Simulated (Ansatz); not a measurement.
# B on Pd(100): change of the work function, part 3 of 5

Wanted: Δφ(θ) for B/Pd(100), starting from the top site.

Ansatz 0.2.0; plane-wave DFT, PBE, Ansatz PAW (the session's first sound run).

So far, work function, upper face (eV): step 2 (the clean slab) 5.10; step 3 (37 atoms, coverage 0.111 ML, cell 3x3) 5.18.

## Step 4: The covered slab, k-mesh 6×6×1, coverage 0.25 ML

System of this step: BPd16 (B/Pd(100)). The cell holds 17 atoms: 16 Pd and 1 B. Cell: a = 5.501 Å, b = 5.501 Å, c = 26.162 Å, α = 90.0°, β = 90.0°, γ = 90.0°. Vacuum lies along c.

Another coverage, to see how the dipoles act on each other as their distance changes.

The input, input.yaml:

```yaml
crystal:
  lattice:
    - [5.5012907576, 0.0, 0.0]
    - [0.0, 5.5012907576, 0.0]
    - [0.0, 0.0, 26.1622539434]
  atoms:
    - { symbol: Pd, position: [0.25, 0.25, 0.3440070576] }
    - { symbol: Pd, position: [0.0, 0.0, 0.4183508051] }
    - { symbol: Pd, position: [0.25, 0.25, 0.4949863885] }
    - { symbol: Pd, position: [0.0, 0.0, 0.5707556381] }
    - { symbol: Pd, position: [0.25, 0.75, 0.3440070576] }
    - { symbol: Pd, position: [0.0, 0.5, 0.4183508051] }
    - { symbol: Pd, position: [0.25, 0.75, 0.4949863885] }
    - { symbol: Pd, position: [0.0, 0.5, 0.5707556381] }
    - { symbol: Pd, position: [0.75, 0.25, 0.3440070576] }
    - { symbol: Pd, position: [0.5, 0.0, 0.4183508051] }
    - { symbol: Pd, position: [0.75, 0.25, 0.4949863885] }
    - { symbol: Pd, position: [0.5, 0.0, 0.5707556381] }
    - { symbol: Pd, position: [0.75, 0.75, 0.3440070576] }
    - { symbol: Pd, position: [0.5, 0.5, 0.4183508051] }
    - { symbol: Pd, position: [0.75, 0.75, 0.4949863885] }
    - { symbol: Pd, position: [0.5, 0.5, 0.5707556381] }
    - { symbol: B, position: [0.0, 0.0, 0.6559929424] }
kpoints:
  mp_grid: { grid: [6, 6, 1] }
hamiltonian:
  xc: pbe
scf:
  occupations: { method: fermi_dirac, width: 0.1 }
  convergence: { dr2_threshold: 1.0e-08 }
efield:
  axis: 3
  dipole_correction: true
  ramp_position: 0.97
  ramp_width: 0.06
relax:
  f_tol: 0.02
  max_steps: 60
  constraints: [{ sites: [0, 1, 4, 5, 8, 9, 12, 13] }]
output:
  bader: true
  dos: { projected: true, e_range: [-8, 4] }
  write_potential: true
  write_density: true
  volumetric_format: npy
  elf: true
```

The run is started by

```console
> ansatz run input.yaml --threads 4 --pin off --max-ram 12288MiB --backend cpu --events-out ev --progress --plain --runs-dir out
```

Numbers of over 12 decimals in the logs are rounded to 6 here.

The program printed:

```text
[...]
Crystal: 17 atoms, lattice volume = 791.780 Å³
Basis set: ecut = 420 eV, 15451 PW (Γ), exchange–correlation on 80×80×360 points (8 copies of the dense FFT grid, shifted against one another)
Bands: 175, of which v1, the nominal top of the filled ones, is band 146 counted from 1 (145 counted from 0)
Symmetry: 8 space group operations
[...]
k-points: 10 of 36
[...]
SCF iter   1: F=—  HF=-111713.309742 eV  |F-HF|=—  |Δ(HF+E_count)|=         —  Δρ=8.01e-3  dr2=2.04e0  ethr=1.77e-3  p=-0.093 e·Å  D=-2.12e-2 V/Å  ΔV_dip=0.55 eV  dr2_dipole=2.95e-2  V_vac-E_F(+/−)=5.42/4.87 eV  ⟨swp⟩=7.3  Hψ=7553  notcnv=0  defer=71
[...]
SCF iter  13: F=-111713.208580 eV  HF=-111713.208580 eV  |F-HF|=5.79e-9  |Δ(HF+E_count)|=   9.08e-8  Δρ=5.51e-7  dr2=4.33e-9  ethr=3.44e-12  p=-0.001 e·Å  D=-1.49e-4 V/Å  ΔV_dip=0.00 eV  dr2_dipole=4.58e-10  V_vac-E_F(+/−)=5.10/5.09 eV  ⟨swp⟩=17.4  Hψ=12788  notcnv=0
SCF 1 converged in 13 iterations: F = -111713.208580 eV  dr2 = 4.33e-9
[...]
relax step   1: F+E_penalty+E_count = -111713.20858007 eV  Δ(F+E_penalty+E_count) = +0.000e0 eV  max|allowed force component| = 3.083e0 eV/Å  Δτ_max = 0.0000 Å  (13 SCF iters, accepted)
[...]
SCF iter  12: F=-111713.993700 eV  HF=-111713.993700 eV  |F-HF|=1.55e-8  |Δ(HF+E_count)|=   3.79e-8  Δρ=5.65e-7  dr2=5.33e-9  ethr=2.44e-12  p=-0.022 e·Å  D=-5.09e-3 V/Å  ΔV_dip=0.13 eV  dr2_dipole=1.75e-12  V_vac-E_F(+/−)=5.22/5.09 eV  ⟨swp⟩=14.7  Hψ=12097  notcnv=0
SCF 2 converged in 12 iterations: F = -111713.993700 eV  dr2 = 5.33e-9
[...]
relax step   2: F+E_penalty+E_count = -111713.99370027 eV  Δ(F+E_penalty+E_count) = -7.851e-1 eV  max|allowed force component| = 2.115e0 eV/Å  Δτ_max = 0.1944 Å  (12 SCF iters, accepted)
[...]
SCF iter  12: F=-111714.139249 eV  HF=-111714.139249 eV  |F-HF|=1.09e-8  |Δ(HF+E_count)|=   1.04e-8  Δρ=5.64e-7  dr2=6.40e-9  ethr=3.44e-12  p=-0.027 e·Å  D=-6.15e-3 V/Å  ΔV_dip=0.16 eV  dr2_dipole=2.48e-10  V_vac-E_F(+/−)=5.25/5.09 eV  ⟨swp⟩=14.6  Hψ=11920  notcnv=0
SCF 3 converged in 12 iterations: F = -111714.139249 eV  dr2 = 6.40e-9
relax step   3: F+E_penalty+E_count = -111714.13924930 eV  Δ(F+E_penalty+E_count) = -1.455e-1 eV  max|allowed force component| = 1.254e0 eV/Å  Δτ_max = 0.2000 Å  (12 SCF iters, accepted)
[...]
relax step   4: F+E_penalty+E_count = -111714.17324737 eV  Δ(F+E_penalty+E_count) = -3.400e-2 eV  max|allowed force component| = 8.007e-1 eV/Å  Δτ_max = 0.0577 Å  (12 SCF iters, accepted)
[...]
relax step   5: F+E_penalty+E_count = -111714.18648069 eV  Δ(F+E_penalty+E_count) = -1.323e-2 eV  max|allowed force component| = 1.337e-1 eV/Å  Δτ_max = 0.0322 Å  (10 SCF iters, accepted)
SCF iter   1: F=—  HF=-111714.188326 eV  |F-HF|=—  |Δ(HF+E_count)|=         —  Δρ=5.97e-4  dr2=6.87e-3  ethr=3.85e-5  p=-0.026 e·Å  D=-6.04e-3 V/Å  ΔV_dip=0.16 eV  dr2_dipole=1.43e-3  V_vac-E_F(+/−)=5.25/5.09 eV  ⟨swp⟩=2.0  Hψ=3085  notcnv=0  defer=105
[...]
SCF iter   9: F=-111714.187431 eV  HF=-111714.187431 eV  |F-HF|=3.99e-8  |Δ(HF+E_count)|=   6.82e-8  Δρ=6.24e-7  dr2=5.12e-9  ethr=3.44e-12  p=-0.027 e·Å  D=-6.08e-3 V/Å  ΔV_dip=0.16 eV  dr2_dipole=3.42e-10  V_vac-E_F(+/−)=5.25/5.09 eV  ⟨swp⟩=12.0  Hψ=12263  notcnv=0
SCF 6 converged in 9 iterations: F = -111714.187431 eV  dr2 = 5.12e-9
relax step   6: F+E_penalty+E_count = -111714.18743148 eV  Δ(F+E_penalty+E_count) = -9.508e-4 eV  max|allowed force component| = 5.419e-3 eV/Å  Δτ_max = 0.0112 Å  (9 SCF iters, accepted)
[...]
SCF converged after 9 iterations
Free energy (F): -111714.187431 eV
[...]
Internal energy: -111713.209269 eV  (E = F + TS)
E sigma→0 (E₀):  -111713.698350 eV
Entropy (-TS):   -0.978162 eV (-57.539 meV/atom)
Fermi energy:    2.439316 eV
Dipole field:    D = -0.006071 V/Å  (p = -0.026563 e·Å, saw-weighted, corrected)
Work function:   Φ+ = 5.2495 eV   Φ− = 5.0907 eV
[...]
--- Forces (eV/Å), atoms counted from 1 ---
  atom   1  Pd    -0.00232644    -0.00232644    -0.18591952
  atom   2  Pd    -0.00000000     0.00000000     0.26720924
  atom   3  Pd     0.00017128     0.00017128     0.00019795
  atom   4  Pd    -0.00000000     0.00000000    -0.00541885
  atom   5  Pd    -0.00232644     0.00232644    -0.18591952
  atom   6  Pd     0.00000000     0.00000000     0.24794413
  atom   7  Pd     0.00017128    -0.00017128     0.00019795
  atom   8  Pd     0.00000000     0.00000000     0.00268090
  atom   9  Pd     0.00232644    -0.00232644    -0.18591952
  atom  10  Pd     0.00000000     0.00000000     0.24794413
  atom  11  Pd    -0.00017128     0.00017128     0.00019795
  atom  12  Pd     0.00000000     0.00000000     0.00268090
  atom  13  Pd     0.00232644     0.00232644    -0.18591952
  atom  14  Pd    -0.00000000     0.00000000    -0.02137149
  atom  15  Pd    -0.00017128    -0.00017128     0.00019795
  atom  16  Pd     0.00000000     0.00000000     0.00069154
  atom  17  B      0.00000000     0.00000000     0.00051189
  max |Σ_I F_I| component: 1.39e-5 eV/Å
--- Band table (eV; the first three rows and the last of 10) ---
  k-point 0: bands = [... 142 lower, 2.5095, 2.5095, 2.7939, 2.8099, 2.9561, 3.0869, 3.5847, 3.5847, ... 25 higher]
  k-point 1: bands = [... 142 lower, 2.4201, 2.5420, 2.5614, 2.5834, 2.6826, 2.8277, 2.8598, 3.1976, ... 25 higher]
  k-point 2: bands = [... 142 lower, 2.3162, 2.3402, 2.3878, 2.3922, 2.4875, 2.5415, 2.5663, 2.7100, ... 25 higher]
  k-point 9: bands = [... 142 lower, 1.8643, 1.8884, 2.0769, 2.3698, 2.3698, 2.3928, 2.4007, 2.9536, ... 25 higher]
--- Relaxed structure (6 steps of the walk, 6 accepted, 0 SCFs on fresh bases) ---
  F+E_penalty+E_count = -111714.18743148 eV   max|allowed force component| = 5.419e-3 eV/Å
  atoms:
    - { symbol: Pd, position: [0.25, 0.25, 0.344007] }
    - { symbol: Pd, position: [0.0, 0.0, 0.418351] }
    - { symbol: Pd, position: [0.250924, 0.250924, 0.495292] }
    - { symbol: Pd, position: [0, 0.0, 0.570603] }
    - { symbol: Pd, position: [0.25, 0.75, 0.344007] }
    - { symbol: Pd, position: [0.0, 0.5, 0.418351] }
    - { symbol: Pd, position: [0.250924, 0.749076, 0.495292] }
    - { symbol: Pd, position: [0, 0.5, 0.573198] }
    - { symbol: Pd, position: [0.75, 0.25, 0.344007] }
    - { symbol: Pd, position: [0.5, 0.0, 0.418351] }
    - { symbol: Pd, position: [0.749076, 0.250924, 0.495292] }
    - { symbol: Pd, position: [0.5, 0.0, 0.573198] }
    - { symbol: Pd, position: [0.75, 0.75, 0.344007] }
    - { symbol: Pd, position: [0.5, 0.5, 0.418351] }
    - { symbol: Pd, position: [0.749076, 0.749076, 0.495292] }
    - { symbol: Pd, position: [0.5, 0.5, 0.571571] }
    - { symbol: B, position: [0, 0.0, 0.639324] }
--- Bader charges: 17 sites ---
  site symbol  charge [e]  shift [e]
     0     Pd     -0.0268     0.0000
     1     Pd      0.0284     0.0000
     2     Pd     -0.0006     0.0000
     3     Pd     -0.5693     0.0009
     4     Pd     -0.0268     0.0000
     5     Pd      0.0290     0.0000
     6     Pd     -0.0006     0.0000
     7     Pd     -0.0129     0.0000
     8     Pd     -0.0268     0.0000
     9     Pd      0.0290     0.0000
    10     Pd     -0.0006     0.0000
    11     Pd     -0.0129     0.0000
    12     Pd     -0.0268     0.0000
    13     Pd      0.0197     0.0000
    14     Pd     -0.0006     0.0000
    15     Pd     -0.0206     0.0000
    16      B      0.6195     0.0009
  estimated error of the sums over rays = 4.9e-4 e
```

It took 4.3 min on 4 threads of Arm Neoverse V2, shared host; peak memory 3.4 GiB.

Relaxation path:

```csv
step,energy less that of the first step (eV),largest force component (eV/Å)
1,0.0000,3.0828
2,-0.7851,2.1149
3,-0.9307,1.2542
4,-0.9647,0.8007
5,-0.9779,0.1337
6,-0.9789,0.0054
```

Forces are held to the 8 operations that the run works with; a distortion that breaks them can't arise in this run.

The atoms that moved most (Å):

```
atom      dx      dy      dz  length
 B17   0.000   0.000  -0.436   0.436
 Pd8   0.000   0.000   0.064   0.064
Pd12   0.000   0.000   0.064   0.064
Pd16   0.000   0.000   0.021   0.021
Pd15  -0.005  -0.005   0.008   0.011
Pd11  -0.005   0.005   0.008   0.011
 Pd7   0.005  -0.005   0.008   0.011
 Pd3   0.005   0.005   0.008   0.011
```

The relaxed structure:

```
Pd B
1.0
     5.50129    0.00000    0.00000
     0.00000    5.50129    0.00000
     0.00000    0.00000   26.16225
Pd B
16 1
Direct
  0.25000 0.25000 0.34401
  0.00000 0.00000 0.41835
  0.25092 0.25092 0.49529
  0.00000 0.00000 0.57060
  0.25000 0.75000 0.34401
  0.00000 0.50000 0.41835
  0.25092 0.74908 0.49529
  0.00000 0.50000 0.57320
  0.75000 0.25000 0.34401
  0.50000 0.00000 0.41835
  0.74908 0.25092 0.49529
  0.50000 0.00000 0.57320
  0.75000 0.75000 0.34401
  0.50000 0.50000 0.41835
  0.74908 0.74908 0.49529
  0.50000 0.50000 0.57157
  0.00000 0.00000 0.63932
```

Numbers from this step:

| Property | Result |
| --- | --- |
| energy at zero smearing | -111713.6984 eV |
| work function, upper face | 5.250 eV |
| work function, lower face | 5.091 eV |
| dipole along the normal | -0.02656 e·Å |
| step between the vacuum levels | 0.1588 eV |

The density of states has structure finer than the step of the table below, so its rows give means over 0.25 eV, whole bins alone (the curve runs from -8 to 1.98 eV). Peaks (eV: height): -2.680: 51.5, -2.320: 92.4, -2.110: 50.6, -1.500: 55.1, -0.570: 49.4, -0.150: 53.6, -0.060: 59.6.

Table of density of states by energy, zero at the Fermi level; means over each step:

| energy (eV) | density of states (states/eV a cell) |
| --- | --- |
| -7.25 | 0 |
| -7.00 | 0.307 |
| -6.75 | 8.01 |
| -6.50 | 0 |
| -6.25 | 0.249 |
| -6.00 | 1.42 |
| -5.75 | 1.50 |
| -5.50 | 1.63 |
| -5.25 | 1.71 |
| -5.00 | 4.84 |
| -4.75 | 18.1 |
| -4.50 | 31.1 |
| -4.25 | 31.6 |
| -4.00 | 32.8 |
| -3.75 | 28.8 |
| -3.50 | 27.2 |
| -3.25 | 22.4 |
| -3.00 | 29.3 |
| -2.75 | 32.4 |
| -2.50 | 34.8 |
| -2.25 | 46.4 |
| -2.00 | 24.7 |
| -1.75 | 31.2 |
| -1.50 | 38.9 |
| -1.25 | 32.1 |
| -1.00 | 38.2 |
| -0.75 | 36.7 |
| -0.50 | 41.9 |
| -0.25 | 36.8 |
| 0.00 | 37.3 |
| 0.25 | 8.20 |
| 0.50 | 7.08 |
| 0.75 | 4.69 |
| 1.00 | 6.45 |
| 1.25 | 5.32 |
| 1.50 | 4.84 |
| 1.75 | 6.03 |

Projected DOS per atom over height of the atomic layer and energy from the Fermi level. Layers: Pd4 Pd4 Pd4 Pd4 B from below.

Ten even steps from '_' (0.00 states/eV) to '@' (2.75 states/eV), each cell a mean:
```
________++
________==
________--
..______::
**%%##++..
@@##**%%::
@@****%%..
@@****%%::
%%====##..
@@@@@@##..
++**%%++..
++++++++..
++##****..
==@@##++..
..**##==..
__________
__________
__________
__________
______..%%
__________
__________
```
Columns: height of the atomic layer (Å) from 9 to 16.7 (not evenly spaced); rows upwards: energy from the Fermi level (eV) from -7.96 to 1.95.

ELF in the ca plane at fractional y = 0.000, with atoms of Pd and B within 0.2 Å of it. It is the smooth field of the valence electrons, not physical close to the nuclei.

Values, 8 rows by 16 columns, each cell a mean:
```
0.14 0.18 0.35 0.46 0.21 0.17 0.33 0.45 0.53 0.76 0.95 0.61 0.07 0.00 0.00 0.00
0.17 0.20 0.21 0.24 0.21 0.20 0.21 0.24 0.42 0.74 0.74 0.31 0.02 0.00 0.00 0.00
0.16 0.19 0.23 0.30 0.20 0.19 0.23 0.31 0.14 0.12 0.12 0.03 0.00 0.00 0.00 0.00
0.13 0.17 0.39 0.44 0.23 0.16 0.37 0.44 0.24 0.04 0.00 0.00 0.00 0.00 0.00 0.00
0.14 0.18 0.35 0.46 0.21 0.16 0.34 0.46 0.21 0.04 0.01 0.00 0.00 0.00 0.00 0.00
0.17 0.20 0.21 0.24 0.20 0.20 0.21 0.23 0.16 0.26 0.27 0.07 0.00 0.00 0.00 0.00
0.17 0.19 0.23 0.30 0.20 0.20 0.23 0.31 0.52 0.84 0.85 0.42 0.04 0.00 0.00 0.00
0.13 0.18 0.39 0.44 0.23 0.16 0.36 0.43 0.49 0.69 0.96 0.64 0.09 0.00 0.00 0.00
```
Columns run along c (16.0 Å, from fractional 0.30 to 0.91 of the cell), rows up along a (5.5 Å). Atoms in or near the plane, at fractional coordinates: Pd at (0.42, 0.00), Pd at (0.57, 0.00), Pd at (0.42, 0.50), Pd at (0.57, 0.50), B at (0.64, 0.00).

Electrostatic potential energy in the ca plane at fractional y = 0.000, with atoms of Pd and B within 0.2 Å of it. With pseudopotentials it is smooth inside the atoms' cores, unlike the true potential.

Ten even steps from '0' (-56 eV) to '9' (8 eV), each cell a mean:
```
99999972002799999620026411699999999999999999
99999985335899999853358766899999999999999999
99999998778999999987789999999999999999999999
99999999999999999999999999999999999999999999
99999998778999999987789999999999999999999999
99999985335899999863358999999999999999999999
99999962002799999730026999999999999999999999
99999961001799999720016999999999999999999999
99999974114899999841137999999999999999999999
99999997667999999976579999999999999999999999
99999999889999999998899999999999999999999999
99999999889999999998899999999999999999999999
99999987557999999875578888999999999999999999
99999973114899999731137633799999999999999999
99999961001799999610016300589999999999999999
```
Columns run along c (16.0 Å, from fractional 0.30 to 0.91 of the cell; values clipped at the 3rd and 97th percentile), rows up along a (5.5 Å). Atoms in or near the plane, at fractional coordinates: Pd at (0.42, 0.00), Pd at (0.57, 0.00), Pd at (0.42, 0.50), Pd at (0.57, 0.50), B at (0.64, 0.00).

Valence density in the ca plane at fractional y = 0.000, with atoms of Pd and B within 0.2 Å of it. It is the smooth field of the valence electrons, not physical close to the nuclei.

Values in units of 1e0 e/Å³, 8 rows by 16 columns, each cell a mean:
```
0.1 0.2 2.4 6.5 0.4 0.2 2.4 6.4 0.7 0.4 0.1 0.0 0.0 0.0 0.0 0.0
0.1 0.2 0.3 0.5 0.2 0.2 0.3 0.5 0.2 0.1 0.0 0.0 0.0 0.0 0.0 0.0
0.1 0.2 0.5 1.3 0.2 0.2 0.5 1.3 0.1 0.0 0.0 0.0 0.0 0.0 0.0 0.0
0.1 0.1 3.3 8.8 0.4 0.1 2.8 9.3 0.5 0.0 0.0 0.0 0.0 0.0 0.0 0.0
0.1 0.2 2.4 6.5 0.4 0.2 2.0 6.8 0.4 0.0 0.0 0.0 0.0 0.0 0.0 0.0
0.1 0.2 0.3 0.5 0.2 0.2 0.3 0.5 0.1 0.0 0.0 0.0 0.0 0.0 0.0 0.0
0.1 0.2 0.5 1.3 0.2 0.2 0.5 1.3 0.3 0.2 0.0 0.0 0.0 0.0 0.0 0.0
0.1 0.1 3.3 8.8 0.4 0.1 3.3 8.7 0.9 0.5 0.1 0.0 0.0 0.0 0.0 0.0
```
Columns run along c (16.0 Å, from fractional 0.30 to 0.91 of the cell), rows up along a (5.5 Å). Atoms in or near the plane, at fractional coordinates: Pd at (0.42, 0.00), Pd at (0.57, 0.00), Pd at (0.42, 0.50), Pd at (0.57, 0.50), B at (0.64, 0.00).

The relaxation took 6 steps and lowered the energy by 0.98 eV; the largest force on the free atoms ends at 0.0054 eV/Å.

By hand: a sheet of dipoles makes a step −p/(ε₀A) in the electron's potential. With e/ε₀ = 180.95 V·Å, p = -0.02656 e·Å and A = 30.26 Å², that is −180.95 × (-0.02656) / 30.26 = +0.159 eV, and the two vacuum levels of the run differ by +0.159 eV.

The covered face has 5.25 eV, +0.15 eV against the clean one; the bare back face has moved by -0.01 eV, a measure of how thin the slab is.

## Step 5: Adsorbate added, k-mesh 6×6×1, coverage 0.5 ML

System of this step: BPd8 (B/Pd(100)). The cell holds 18 atoms: 16 Pd and 2 B. Its edges and angles: a = 5.501 Å, b = 5.501 Å, c = 26.162 Å, α = 90.0°, β = 90.0°, γ = 90.0°. Vacuum lies along c.

Another coverage, to see how the dipoles act on each other as their distance changes.

Edit input.yaml of step 4 so:

```diff
@@ -23,2 +23,3 @@
     - { symbol: B, position: [0.0, 0.0, 0.6559929424] }
+    - { symbol: B, position: [0.5, 0.5, 0.6559929424] }
 kpoints:
@@ -45,2 +46 @@
   volumetric_format: npy
-  elf: true
```

The program printed:

```text
[...]
Crystal: 18 atoms, lattice volume = 791.780 Å³
Basis set: ecut = 420 eV, 15451 PW (Γ), exchange–correlation on 80×80×360 points (8 copies of the dense FFT grid, shifted against one another)
Bands: 177, of which v1, the nominal top of the filled ones, is band 147 counted from 1 (146 counted from 0)
Symmetry: 16 space group operations
[...]
2     Pd     -0.0296     0.0000
     3     Pd     -0.5590     0.0012
     4     Pd     -0.0258     0.0000
     5     Pd      0.0299     0.0000
     6     Pd     -0.0296     0.0000
     7     Pd      0.0053     0.0000
[...]
14     Pd     -0.0296     0.0000
    15     Pd     -0.5590     0.0012
    16      B      0.6158     0.0012
    17      B      0.6158     0.0012
  estimated error of the sums over rays = 5.6e-4 e
[key lines of the parts left out:]
SCF converged after 9 iterations
Free energy (F): -111868.015622 eV
Fermi energy:    2.547261 eV
Dipole field:    D = -0.011044 V/Å  (p = -0.048325 e·Å, saw-weighted, corrected)
Work function:   Φ+ = 5.3814 eV   Φ− = 5.0925 eV
```

Wall time 4.4 min (4 threads); peak memory 3.5 GiB; 17 min of CPU time.

Step by step:

```csv
step,energy less that of the first step (eV),largest force component (eV/Å)
1,0.0000,3.0069
2,-1.5708,1.9950
3,-1.5878,3.1110
4,-1.9149,0.4567
5,-1.9257,0.0654
6,-1.9265,0.0027
```

The run keeps the 16 symmetry operations that it works with, so distortions that break them were not tested.

The atoms that moved most (Å):

```
atom     dx     dy      dz  length
 B18  0.000  0.000  -0.433   0.433
 B17  0.000  0.000  -0.433   0.433
 Pd8  0.000  0.000   0.161   0.161
Pd12  0.000  0.000   0.161   0.161
Pd11  0.000  0.000   0.016   0.016
Pd15  0.000  0.000   0.016   0.016
 Pd7  0.000  0.000   0.016   0.016
 Pd3  0.000  0.000   0.016   0.016
```

The relaxed structure:

```xyz
18
Lattice="5.5013 0.0000 0.0000 0.0000 5.5013 0.0000 0.0000 0.0000 26.1623" Properties=species:S:1:pos:R:3
Pd    1.3753    1.3753    9.0000
Pd    0.0000    0.0000   10.9450
Pd    1.3753    1.3753   12.9659
Pd    0.0000    0.0000   14.9282
Pd    1.3753    4.1260    9.0000
Pd    0.0000    2.7506   10.9450
Pd    1.3753    4.1260   12.9659
Pd    0.0000    2.7506   15.0930
Pd    4.1260    1.3753    9.0000
Pd    2.7506    0.0000   10.9450
Pd    4.1260    1.3753   12.9659
Pd    2.7506    0.0000   15.0930
Pd    4.1260    4.1260    9.0000
Pd    2.7506    2.7506   10.9450
Pd    4.1260    4.1260   12.9659
Pd    2.7506    2.7506   14.9282
B     0.0000    0.0000   16.7289
B     2.7506    2.7506   16.7289
```

The density of states has structure finer than the step of the table below, so its rows give means over 0.25 eV, whole bins alone (the curve runs from -8 to 1.98 eV). Peaks (eV: height): -4.180: 50.3, -2.590: 55.8, -2.230: 61.3, -2.140: 49.9, -1.530: 54.0, -0.660: 54.8, -0.510: 51.6.

Table of density of states by energy, zero at the Fermi level; means over each step:

| energy (eV) | density of states (states/eV a cell) |
| --- | --- |
| -7.50 | 0 |
| -7.25 | 0.236 |
| -7.00 | 3.29 |
| -6.75 | 8.46 |
| -6.50 | 4.52 |
| -6.25 | 0.0310 |
| -6.00 | 1.28 |
| -5.75 | 1.47 |
| -5.50 | 1.61 |
| -5.25 | 1.91 |
| -5.00 | 6.31 |
| -4.75 | 17.4 |
| -4.50 | 35.1 |
| -4.25 | 35.1 |
| -4.00 | 34.8 |
| -3.75 | 32.3 |
| -3.50 | 23.7 |
| -3.25 | 25.1 |
| -3.00 | 26.5 |
| -2.75 | 33.7 |
| -2.50 | 30.9 |
| -2.25 | 46.2 |
| -2.00 | 30.0 |
| -1.75 | 27.4 |
| -1.50 | 39.8 |
| -1.25 | 30.2 |
| -1.00 | 38.3 |
| -0.75 | 40.2 |
| -0.50 | 38.1 |
| -0.25 | 34.7 |
| 0.00 | 30.6 |
| 0.25 | 8.77 |
| 0.50 | 6.66 |
| 0.75 | 6.93 |
| 1.00 | 6.60 |
| 1.25 | 4.68 |
| 1.50 | 6.78 |
| 1.75 | 6.01 |

The relaxation took 6 steps and lowered the energy by 1.9 eV; the largest force on the free atoms ends at 0.0027 eV/Å.

The covered face has 5.38 eV, +0.28 eV against the clean one; the bare back face has moved by -0.01 eV, a measure of how thin the slab is.

(Part 3 of 5 ends here.)

[Logs are printed without paths, hosts, clocks, repeated set-up lines and the standing remarks that a program may print on its own settings, such as how far it seeks lower states.]

[Hosts, paths, dates, database ids (printed as entryN), source tags and the programs' standing remarks are cut or masked in the printed files.]

[Maps of the electrostatic potential energy from Ansatz leave out the sawtooth potential of an applied field or a dipole correction, so their vacuum need not be flat; planar profiles and work functions include it.]

[The density of states shown here was stored with 400 of the rows of the run's finer table, so its peaks can read low, often by over a quarter, or be missed, and its means over a window can be off by a tenth or more.]
